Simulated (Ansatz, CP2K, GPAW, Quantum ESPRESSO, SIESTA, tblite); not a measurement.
# tblite on twisted graphene monolayer on bilayer, 77.90° (186 atoms): settings against a plane-wave reference

Wanted: tblite inputs and outputs for twisted graphene monolayer on bilayer, 77.90° (186 atoms), checked against a plane-wave reference.

Program: tblite 0.8.0. Level of theory: the method is named at each step. Results are calculated unless marked as measured.

### 1. Starting point

The cell holds 186 atoms: 186 C. Its edges and angles: a = 13.697 Å, b = 13.697 Å, c = 20.690 Å, α = 90.0°, β = 90.0°, γ = 120.0°. It derives from C (graphene). Graphene (a = 2.46 Å) under graphene (a = 2.46 Å), monolayer on bilayer, commensurate cell of 31 unit cells a layer, twist 77.90 deg; facing planes 3.32, 3.37 Å apart as built; 14 Å of vacuum; minimised with a classical potential. Then every atom was moved at random, 0.03 Å r.m.s. a Cartesian component. Regions: layer 1, 62 atoms (62 C); layer 2, 62 atoms (62 C); layer 3, 62 atoms (62 C). Vacuum lies along c.

The yardstick, on the same geometry:

- method: Kohn-Sham DFT, PBE, SSSP efficiency 1.3.0 pseudopotentials, plane waves (Quantum ESPRESSO 7.5); sssp-pbe-1.3.0-efficiency, cutoffs 45/360 Ry, Γ point
- r.m.s. force component: 1.866 eV/Å
- longest force: 11.4 eV/Å
- time: 18 min on 4 MPI ranks of Arm Neoverse V1, shared host
- CPU time: 72 min

### 2. GFN2-xTB

Method: GFN2-xTB tight binding, diagonalisation.

The input, run.py:

```python
import numpy as np
from ase.io import read
from tblite.ase import TBLite

atoms = read("structure.xyz")
atoms.calc = TBLite(method="GFN2-xTB", electronic_temperature=580, accuracy=1.0, max_iterations=250, mixer_damping=0.1, verbosity=1)
energy = atoms.get_potential_energy()
forces = atoms.get_forces()
print(f"energy {energy:.6f} eV")
print("forces (eV/A)")
for i, (a, f) in enumerate(zip(atoms, forces)):
    print(f"{i:4d} {a.symbol:2s} {f[0]:10.5f} {f[1]:10.5f} {f[2]:10.5f}")
print("charges (e)")
print(np.array2string(atoms.get_charges(), precision=4, suppress_small=True, max_line_width=110, threshold=100000))
```

The input, structure.xyz:

```xyz
186
Lattice="13.69670 0.00000 0.00000 -6.84835 11.86169 0.00000 0.00000 0.00000 20.69000" Properties=species:S:1:pos:R:3 pbc="T T T"
C 0.23476 1.36979 6.96943
C 1.28585 0.50460 6.95639
C -0.65778 3.73109 6.95681
C 0.40659 2.79402 6.95887
C -1.50314 5.97699 6.93777
C -0.49746 5.05427 6.93549
C -2.41069 8.28812 7.01681
C -1.36426 7.40798 6.97729
C -3.30289 10.56319 7.00750
C -2.16278 9.73952 6.96756
C 2.58354 1.04917 6.94584
C 3.70996 0.09335 6.94543
C 1.77749 3.32685 6.92412
C 2.83042 2.41148 6.91253
C 0.81625 5.58460 6.95432
C 1.97541 4.74978 6.95329
C 0.02486 7.90641 6.97687
C 1.13443 7.02675 6.95618
C -0.85947 10.15954 7.01225
C 0.26099 9.31344 6.90549
C 5.09079 0.65571 6.91584
C -0.68648 11.59172 6.97646
C 4.21400 2.95083 6.93218
C 5.34527 1.99253 6.93322
C 3.25577 5.17585 6.89432
C 4.46280 4.35443 6.95929
C 2.48136 7.53680 6.92225
C 3.57443 6.63235 6.97832
C 1.53293 9.81531 6.99053
C 2.61381 8.93695 7.01598
C 7.52106 0.23830 6.98246
C 1.80057 11.20906 6.96819
C 6.62735 2.50626 6.95267
C 7.74761 1.65743 6.95205
C 5.73001 4.91525 6.94336
C 6.86602 3.92219 6.97853
C 4.89205 7.09543 6.96177
C 6.00635 6.22798 6.96115
C 3.96170 9.45816 6.98701
C 5.11729 8.53650 6.96446
C 3.08950 11.72564 6.91812
C 4.16126 10.83340 6.99301
C 9.11659 2.17484 6.93343
C 10.15104 1.23623 6.91480
C 8.16234 4.48858 6.95660
C 9.22815 3.59267 6.95887
C 7.27733 6.75760 6.99819
C 8.38676 5.89146 6.97460
C 6.40074 9.03908 6.97108
C 7.51867 8.13688 6.92453
C 5.54600 11.35365 6.99032
C 6.65324 10.48751 6.92515
C 11.49139 1.78898 6.97460
C 12.54748 0.87077 6.96053
C 10.58762 4.05041 6.95287
C 11.68068 3.20455 6.94667
[... 126 atom lines left out ...]
C -2.07300 4.67327 13.71726
C -1.72667 3.31404 13.72326
C -0.47822 2.84242 13.72140
C -0.25750 1.42150 13.74664
```

Command:

```console
$ OMP_NUM_THREADS=1 python run.py > output.txt
```

The program printed:

```text
------------------------------------------------------------
  cycle        total energy    energy error   density error
------------------------------------------------------------
      1     -400.7676588922  -4.0885935E+02   1.4972016E-01
      2     -400.7726019428  -4.9430506E-03   1.3463111E-01
      3     -400.7535028982   1.9099045E-02   9.8632588E-03
      4     -400.7759614249  -2.2458527E-02   1.9525340E-03
      5     -400.7762541377  -2.9271289E-04   1.4416768E-03
      6     -400.7762851851  -3.1047402E-05   1.0157482E-03
      7     -400.7762917728  -6.5876213E-06   3.5127936E-04
      8     -400.7763076358  -1.5863018E-05   5.2106309E-05
      9     -400.7763079842  -3.4842031E-07   3.1833361E-05
     10     -400.7763080947  -1.1048081E-07   1.8741780E-05
------------------------------------------------------------
 total:                                  12.680 sec
energy -10905.678829 eV
forces (eV/A)
   0 C    -3.37799    1.81484   -0.10005
   1 C     1.76431   -0.06039    0.06094
   2 C    -2.01423   -4.62865   -0.04159
   3 C     1.94488    0.36088   -0.07317
   4 C    -4.26846    1.66982    0.45271
   5 C     3.06868    3.12152    0.12840
   6 C    -1.63925    1.91201   -0.61333
   7 C     3.64964   -1.47829    0.00273
   8 C    -0.91757    0.69915   -0.57989
   9 C    -1.72629   -3.10880    0.67669
  10 C     2.23835   -2.48823   -0.10200
  11 C     0.82790    2.47126    0.08887
  12 C    -2.30312   -0.32401    0.26578
  13 C     2.47071    1.82256    0.20703
  14 C     2.46281    1.93029   -0.03996
  15 C    -2.33386   -2.03424   -0.32608
  16 C    -0.80075    0.16867   -0.44734
  17 C    -1.02994   -1.64872   -0.12451
  18 C     0.35984    2.61467   -0.76731
  19 C    -1.99455   -1.41043    1.14380
  20 C    -1.93267   -3.43864    0.47797
  21 C     1.73478    0.02964    0.03460
  22 C     0.20482   -1.52694   -0.00554
  23 C    -2.80046    2.99936    0.00330
[...]
178 C     3.10824   -0.01600    0.04540
 179 C    -2.60003   -0.61085   -0.44292
 180 C    -3.68409    0.64421    0.22197
 181 C    -0.92274    0.62235    0.26636
 182 C     4.86844    2.60493   -0.04493
 183 C    -3.79121    0.42997   -0.07090
 184 C     5.24114   -1.08296   -0.17106
 185 C     0.58002   -0.20085   -0.52764
charges (e)
[-0.0022  0.0085  0.0071 -0.0073 -0.0013  0.0193  0.0013  0.001   0.0027  0.002   0.0004 -0.0109 -0.0056
  0.0043 -0.0077  0.0075 -0.007  -0.006   0.0041  0.0041  0.0014 -0.0058 -0.0127  0.0075 -0.0028  0.0033
  0.0016 -0.0044  0.0072  0.0005 -0.0091 -0.0002  0.0066 -0.0072  0.0034 -0.0121 -0.0008  0.013  -0.006
 -0.0038  0.0095 -0.0008 -0.0026  0.0029  0.0053  0.0019  0.0056 -0.0018 -0.0026  0.0022 -0.0014 -0.0039
 -0.0032 -0.0007 -0.0032 -0.0009 -0.0001 -0.0064  0.0038 -0.0075  0.0061  0.0037  0.0048 -0.0002 -0.0049
  0.0037  0.0064 -0.0005  0.0013 -0.0065 -0.     -0.0091 -0.007   0.     -0.0006 -0.0081 -0.0019 -0.0057
 -0.0025  0.0122  0.0079 -0.0033  0.0023  0.009   0.0018  0.0073  0.0027 -0.0012 -0.0019  0.0045 -0.0028
 -0.0009 -0.016   0.0074  0.0042 -0.0164  0.0026 -0.0067 -0.0057  0.0042  0.0023  0.0035  0.0014 -0.0071
  0.0014  0.0055  0.0056  0.0026  0.0096 -0.008  -0.0069 -0.0035 -0.0028 -0.0025  0.0024  0.0008 -0.0029
  0.0047 -0.0049  0.0039  0.0039 -0.0008  0.0043  0.0067 -0.0044  0.0061  0.0069 -0.0051  0.0097 -0.0093
 -0.0017 -0.0121  0.002  -0.0012 -0.0134  0.0052  0.0065 -0.0095 -0.0026 -0.0002  0.0027 -0.0029 -0.0021
 -0.0041 -0.0009 -0.0002  0.0129 -0.0091 -0.0016  0.0064  0.0057  0.0038 -0.002  -0.0006  0.004  -0.0006
 -0.0021 -0.0095 -0.0111  0.0031  0.001   0.0016 -0.0079 -0.005   0.0072  0.0076 -0.0039  0.0107  0.0028
 -0.0003  0.0001  0.0054  0.0042  0.0001  0.0026  0.0054 -0.0012 -0.0066  0.0006 -0.0007 -0.0091  0.0061
 -0.0015  0.0151  0.0018 -0.0044]
```

The job ended after 14 s (1 thread of Arm Neoverse V1, shared host; peak memory 0.2 GiB).

Banners, paths, timers and routine set-up lines are dropped from the logs unmarked, and long logs keep their key lines alone; longer cuts are marked.

Numbers from this run, and their distance from the reference:

* r.m.s. force component: 1.77 eV/Å
* r.m.s. difference of force components: 135.3 meV/Å
* longest difference of force vectors: 441.9 meV/Å
* force difference over r.m.s. force: 7.255 %
* slope of forces against the reference's: 0.9476
* correlation of force components: 0.9986

A closer look about C129, which bears the longest force: 10 atoms, nearest first, numbered in the order of the input, with positions taken from that point.

```
atom      x      y      z  distance (Å)  bonds  Mulliken charge (e)     Fx     Fy  Fz (eV/Å)
C129   0.00   0.00   0.00          0.00      3                 0.01  -8.89  -6.61      -0.18
C168   0.94   0.83  -0.02          1.26      3                 0.01   9.22   4.62      -0.01
C130   0.14  -1.45  -0.03          1.46      3                -0.01   0.87   0.84       0.53
C158  -1.41   0.46   0.01          1.49      3                -0.01   0.42  -0.13       0.01
C167   0.78   2.24  -0.02          2.37      3                 0.00  -0.29   1.01       0.08
C135   2.37   0.31  -0.01          2.39      3                -0.01  -1.24   1.22      -0.14
C133   1.49  -1.96   0.03          2.46      3                 0.00  -1.78   0.38      -0.42
C157  -1.61   1.86   0.02          2.46      3                 0.00  -3.37  -0.56      -0.48
C127  -1.00  -2.31   0.00          2.52      3                 0.01   3.44  -1.75      -0.20
C125  -2.55  -0.41   0.00          2.58      3                 0.00   1.54  -1.22       0.11
```

Atoms are counted from 1 here, from 0 in the log.

Forces lie 7.3 % from the reference's, at 0.0031 times its CPU time (on 1 against 4 cores).

### 3. GFN1-xTB

Method: GFN1-xTB tight binding, diagonalisation.

Edit run.py of step 2 so:

```diff
@@ -5,3 +5,3 @@
 atoms = read("structure.xyz")
-atoms.calc = TBLite(method="GFN2-xTB", electronic_temperature=580, accuracy=1.0, max_iterations=250, mixer_damping=0.1, verbosity=1)
+atoms.calc = TBLite(method="GFN1-xTB", electronic_temperature=580, accuracy=1.0, max_iterations=250, mixer_damping=0.1, verbosity=1)
 energy = atoms.get_potential_energy()
```

structure.xyz is that of step 2.

The program printed:

```text
------------------------------------------------------------
  cycle        total energy    energy error   density error
------------------------------------------------------------
      1     -395.2152072301  -4.0211826E+02   9.2293344E-01
      2     -395.2180045592  -2.7973291E-03   8.3053217E-01
      3     -395.2092190628   8.7854963E-03   1.4970384E-02
      4     -395.2178394748  -8.6204120E-03   8.1144731E-03
      5     -395.2202080652  -2.3685904E-03   1.6311718E-03
      6     -395.2204352569  -2.2719174E-04   5.2267646E-04
      7     -395.2204552216  -1.9964666E-05   1.1880732E-04
      8     -395.2204555935  -3.7188687E-07   6.8655440E-05
      9     -395.2204558365  -2.4298726E-07   1.9050334E-05
------------------------------------------------------------
 total:                                   4.988 sec
energy -10754.496388 eV
forces (eV/A)
   0 C    -3.42303    1.82936   -0.11059
   1 C     1.79121   -0.04588    0.04614
   2 C    -2.05732   -4.69392   -0.05196
   3 C     1.98720    0.38450   -0.08410
   4 C    -4.36422    1.68320    0.42110
   5 C     3.11944    3.15983    0.09906
   6 C    -1.66738    1.92362   -0.60779
   7 C     3.69860   -1.48294   -0.00981
   8 C    -0.92034    0.73546   -0.57370
   9 C    -1.73943   -3.15961    0.64782
  10 C     2.25303   -2.53681   -0.11147
  11 C     0.82525    2.49393    0.07056
[...]
181 C    -0.91760    0.65657    0.27331
 182 C     4.92352    2.65760   -0.03183
 183 C    -3.85105    0.39896   -0.05333
 184 C     5.31938   -1.08854   -0.15025
 185 C     0.56392   -0.21685   -0.49432
charges (e)
[-0.0014  0.0085  0.0059 -0.0079 -0.0011  0.0182  0.      0.0013  0.0006  0.0032  0.0003 -0.0106 -0.0039
  0.0044 -0.0077  0.007  -0.0073 -0.0056  0.0032  0.0052  0.0019 -0.0045 -0.0131  0.0075 -0.0015  0.0024
  0.0031 -0.0054  0.0063  0.0002 -0.0091  0.0002  0.0069 -0.0054  0.0033 -0.0123 -0.0008  0.0122 -0.0057
 -0.0035  0.0092 -0.0008 -0.0015  0.0034  0.005   0.0028  0.0041 -0.002  -0.0031  0.0026 -0.0017 -0.0029
 -0.0039  0.0003 -0.0029 -0.0011  0.0002 -0.0063  0.0027 -0.0065  0.0049  0.0032  0.0044  0.     -0.0051
  0.003   0.0069 -0.0006  0.0022 -0.0062  0.0001 -0.0083 -0.0069  0.0004  0.0005 -0.0078 -0.0016 -0.0061
 -0.0019  0.0119  0.0087 -0.0038  0.0019  0.0083  0.0023  0.0057  0.0023 -0.0019 -0.0025  0.0038 -0.0029
 -0.0011 -0.0146  0.0083  0.0058 -0.0154  0.0025 -0.0072 -0.0061  0.0037  0.0025  0.0035  0.0017 -0.0069
  0.0019  0.0051  0.0056  0.0024  0.0093 -0.0085 -0.0063 -0.004  -0.0023 -0.0021  0.0015 -0.0001 -0.0027
  0.0044 -0.0048  0.0042  0.0029 -0.0015  0.0036  0.0058 -0.0046  0.0048  0.0065 -0.0047  0.0103 -0.0105
 -0.0013 -0.0124  0.0028 -0.0002 -0.0131  0.0051  0.0064 -0.0099 -0.0023  0.0001  0.0029 -0.0027 -0.0013
 -0.0044 -0.0004 -0.0001  0.0129 -0.0088 -0.0024  0.0066  0.0056  0.0034 -0.0014 -0.0001  0.0044 -0.0014
 -0.     -0.0092 -0.0117  0.0034  0.0016  0.0015 -0.0076 -0.0049  0.0073  0.0064 -0.0042  0.0101  0.0041
 -0.0009  0.0005  0.0051  0.0023 -0.0006  0.0026  0.0055 -0.0006 -0.0071  0.0002 -0.001  -0.0083  0.0056
 -0.0006  0.015   0.0015 -0.0045]
```

Wall time 5.8 s (1 thread); peak memory 0.2 GiB.

Against the reference:

| Quantity | Value |
| --- | --- |
| r.m.s. force component | 1.79 eV/Å |
| r.m.s. difference of force components | 120.6 meV/Å |
| longest difference of force vectors | 412.7 meV/Å |
| force difference over r.m.s. force | 6.462 % |
| slope of forces against the reference's | 0.9582 |
| correlation of force components | 0.9987 |

Against the first run (7.3 %), the force difference from the reference is 6.5 %, at 0.42 times the CPU time.

### 4. Side by side

Differences are against the plane-wave reference, forces as r.m.s. over components; share is that over the reference's r.m.s. force, slope the least-squares factor from reference forces to these. Total energies of different programs have different zeros and aren't compared.

```
            run  Δ force, r.m.s. (meV/Å)  share (%)  slope  cores  CPU time  memory (GiB)
      reference                        -          -      -      4    72 min            14
tblite GFN2-xTB                      135       7.25  0.948      1      13 s           0.2
tblite GFN1-xTB                      121       6.46  0.958      1     5.7 s           0.2
```

CPU time is summed over cores on a shared host, where runs went side by side, so it is rough. Symmetry, cutoffs, thresholds, outputs and thread counts weren't matched or tuned between programs; memory under MPI is the largest rank's times the ranks.

### 5. What came out

| Item | Value |
| --- | --- |
| nearest in forces | tblite GFN1-xTB, 6.5 % |
| its CPU time | 5.7 s |

What this shows: Tight binding differs by 6.5 % (tblite GFN1-xTB) to 7.3 % (tblite GFN2-xTB); it is another model, with fitted parameters of its own, and the xTB methods hold dispersion. Of the electronic-structure runs that take under half the reference's CPU time, tblite GFN1-xTB comes nearest, at 6.5 % in 5.7 s against 72 min. Periodic xTB results under one method name differ between programs and library versions. The reference's PBE has no dispersion term, which matters for the binding between molecules or layers. One k-point is far too coarse for the carbon or group-IV sheet, and it can put spurious forces of up to about 1 eV/Å on the sheet's atoms. The electronic-structure runs sample only Γ, in a cell whose shortest periodic width is 12 Å.

[Also dropped from logs without a mark: logging warnings of Python, and SIESTA's first energy breakdown and zero terms.]

[Logs are printed without paths, hosts, clocks, repeated set-up lines and the standing remarks that a program may print on its own settings, such as how far it seeks lower states.]

[Hosts, paths, dates, database ids (printed as entryN), source tags and the programs' standing remarks are cut or masked in the printed files.]
